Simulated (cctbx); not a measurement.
# X-rays or neutrons for the lightest atoms?

Cell a = 4.4650 Å, b = 7.8940 Å, c = 9.3960 Å, α = 90.00°, β = 90.00°, γ = 90.00°; space group Immm (no. 71); content Mo2 Cl6 Al2 F4. The heavier atoms are placed; F is still missing.

Simulated single-crystal data (cctbx): Ag Kα, λ = 0.56087 Å, to d = 0.75 Å, 70 % of the full sphere, strongest reflection 20000 counts, noise from counting, a 4 % proportional error and a noise floor of 8 counts (s.d.); no absorption.

Refinement without F (map in e/Å³):

```text
Rint 0.034, 257 unique reflections to 0.75 A
cycle     R1     wR2    GooF  max shift (A)
   1  0.2226  0.5244  17.595   0.00567
   2  0.1916  0.4073  13.666   0.00006
final R1 0.1916 wR2 0.4073 GooF 13.666  parameters 5  data/parameter 51.4
atom        x        y        z      Ueq    occ   su(xyz)  su(Uiso or U11)
Mo1    0.00000  0.00000  0.00000   0.0015  1.000  0.00000  0.0015
Cl1    0.00000  0.50000  0.00000   0.0029  1.000  0.00000  0.0024
Cl2    0.50000  0.22979  0.00000   0.0038  1.000  0.00110  0.0019
Al1    0.50000  0.50000  0.00000   0.0015  1.000  0.00000  0.0030
difference map: max 28.19 min -2.10 rms 1.55
Q1    0.0000  0.0000  0.2805    4   28.28  2.06 A from Al1
Q2    0.0000  0.0000  0.0000    2   25.09  0.00 A from Mo1
Q3    0.0000  0.5000  0.0000    2    4.67  0.00 A from Cl1
Q4    0.0000  0.2589  0.5000    4    4.28  0.09 A from Cl2
Q5    0.0000  0.0000  0.4574    4    2.39  0.40 A from Al1
Q6    0.0000  0.3038  0.2120    8    1.27  2.52 A from Cl1
Q7    0.0000  0.3457  0.0000    4    1.21  1.22 A from Cl1
Q8    0.0000  0.4412  0.5000    4    1.21  1.35 A from Cl2
```

The data are simulated with cctbx, not measured: neutrons of λ = 1.17 Å, to d = 0.7 Å, 70 % of the full sphere, strongest reflection 5000 counts, noise from counting, a 4 % proportional error and a noise floor of 8 counts (s.d.); no absorption.

Refinement without F (map in fm/Å³; only maxima are listed):

```text
Rint 0.043, 316 unique reflections to 0.70 A
cycle     R1     wR2    GooF  max shift (A)
   1  0.3842  0.6518  16.728   0.00921
   4  0.3735  0.6330  16.245   0.00022
final R1 0.3735 wR2 0.6330 GooF 16.245  parameters 5  data/parameter 63.2
atom        x        y        z      Ueq    occ   su(xyz)  su(Uiso or U11)
Mo1    0.00000  0.00000  0.00000   0.0065  1.000  0.00000  0.0030
Cl1    0.00000  0.50000  0.00000   0.0151  1.000  0.00000  0.0030
Cl2    0.50000  0.23244  0.00000   0.0172  1.000  0.00117  0.0027
Al1    0.50000  0.50000  0.00000   0.0100  1.000  0.00000  0.0055
difference map: max 39.37 min -7.71 rms 1.74
Q1    0.0000  0.0000  0.2809    4   39.59  2.06 A from Al1
Q2    0.0000  0.5000  0.0000    2   19.77  0.00 A from Cl1
Q3    0.0000  0.2826  0.5000    4   19.07  0.12 A from Cl2
Q4    0.0000  0.0000  0.5000    2    9.25  0.00 A from Al1
Q5    0.0000  0.3771  0.0000    4    8.00  0.97 A from Cl1
Q6    0.0000  0.2368  0.2209    8    7.70  2.63 A from Cl2
Q7    0.0000  0.0000  0.0000    2    6.10  0.00 A from Mo1
Q8    0.0000  0.3837  0.4381    8    4.35  1.09 A from Cl2
```

**Question.** Where is F, and which data fix it better?

F sits at (1/2, 1/2, 0.2181). Adding it takes R1 from 0.192 to 0.012 with X-rays and from 0.373 to 0.018 with neutrons. Its largest coordinate s.u. is 0.00016 with X-rays and 0.00008 with neutrons, so neutrons fix it better in these data. In the X-ray map Q1 marks it. In the neutron map Q1 marks it.

Final neutron refinement:

```text
Rint 0.043, 316 unique reflections to 0.70 A
cycle     R1     wR2    GooF  max shift (A)
   1  0.0756  0.1594   4.104   0.00950
   2  0.0184  0.0381   0.981   0.00000
final R1 0.0184 wR2 0.0381 GooF 0.981  parameters 7  data/parameter 45.1
atom        x        y        z      Ueq    occ   su(xyz)  su(Uiso or U11)
Mo1    0.00000  0.00000  0.00000   0.0101  1.000  0.00000  0.0001
Cl1    0.00000  0.50000  0.00000   0.0142  1.000  0.00000  0.0001
Cl2    0.50000  0.23040  0.00000   0.0160  1.000  0.00005  0.0001
Al1    0.50000  0.50000  0.00000   0.0164  1.000  0.00000  0.0003
F1     0.50000  0.50000  0.21811   0.0176  1.000  0.00008  0.0001
difference map: max 0.39 min -0.40 rms 0.09
Q1    0.0000  0.0000  0.3614    4    0.41  0.75 A from F1
Q2    0.0000  0.2410  0.4150    8    0.40  0.83 A from Cl2
Q3    0.1240  0.2439  0.0000    8    0.36  1.68 A from Cl2
Q4    0.1232  0.0000  0.4438    8    0.34  0.76 A from Al1
Q5    0.0000  0.2712  0.0624    8    0.33  1.90 A from Cl1
Q6    0.0000  0.3333  0.0000    4    0.30  1.32 A from Cl1
```

The model was made for the exercise: a known structure type with other elements put in, its volume estimated, not relaxed; displacement parameters are assumed.

[Middle refinement cycles are left out of these outputs.]

[Logs are printed without paths, hosts, clocks, repeated set-up lines and the standing remarks that a program may print on its own settings, such as how far it seeks lower states.]
